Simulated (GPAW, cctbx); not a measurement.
# Reading charge transfer from structure factors

BiOs2, Fd-3m (no. 227, origin choice 1), a = 7.6622 Å, b = 7.6622 Å, c = 7.6622 Å, α = 90.00°, β = 90.00°, γ = 90.00°.

| atom | mult. | x | y | z |
| --- | --- | --- | --- | --- |
| Bi1 | 8 | 1/4 | 3/4 | 3/4 |
| Os1 | 16 | 3/8 | 1/8 | 7/8 |

The start was made by putting kin elements into a known structure type; the compound need not exist, or be stable, in this form.

Absolute values of the static structure factors of the conventional cell from DFT (PBE, GPAW) against free spherical atoms, in electrons:

| hkl | d (Å) | free atoms | crystal |
| --- | --- | --- | --- |
| 111 | 4.424 | 129.60 | 131.18 |
| 022 | 2.709 | 571.56 | 570.98 |
| 131 | 2.310 | 893.03 | 892.59 |
| 222 | 2.212 | 995.60 | 993.92 |
| 040 | 1.915 | 431.99 | 429.91 |
| 133 | 1.758 | 104.55 | 103.91 |
| 242 | 1.564 | 487.90 | 488.32 |
| 333 | 1.475 | 772.00 | 771.75 |
| 151 | 1.475 | 772.00 | 771.85 |
| 044 | 1.355 | 1299.47 | 1299.98 |

**Question.** Which way does charge move, and which reflections show it best?

Project each element's phase sum on the total phase. At low angle |F| should rise if density moves to atoms that scatter in phase and fall if it moves to atoms that scatter against it.

| hkl | Bi in phase | Os in phase | change (e) | (%) |
| --- | --- | --- | --- | --- |
| 111 | -5.7 | +8.0 | +1.58 | +1.2 |
| 022 | +8.0 | 0.0 | -0.58 | -0.1 |
| 131 | +5.7 | +8.0 | -0.44 | 0.0 |
| 222 | 0.0 | +16.0 | -1.68 | -0.2 |
| 040 | -8.0 | +16.0 | -2.08 | -0.5 |
| 133 | -5.7 | +8.0 | -0.64 | -0.6 |
| 242 | +8.0 | 0.0 | +0.43 | +0.1 |
| 333 | +5.7 | +8.0 | -0.26 | 0.0 |

Low-angle reflections that set elements apart and change by more than 0.05 e: 111, 022, 222, 040 and 133. The real-space density gives Voronoi charges Bi +0.33, Os -0.17 e. The signs that these charges predict hold for 111 and 022 and fail for 222, 040 and 133, so the simple rule can't give the direction here. The reflections see the density near the nuclei and the atoms' change of size and shape; Voronoi cells count what crosses the midplanes.
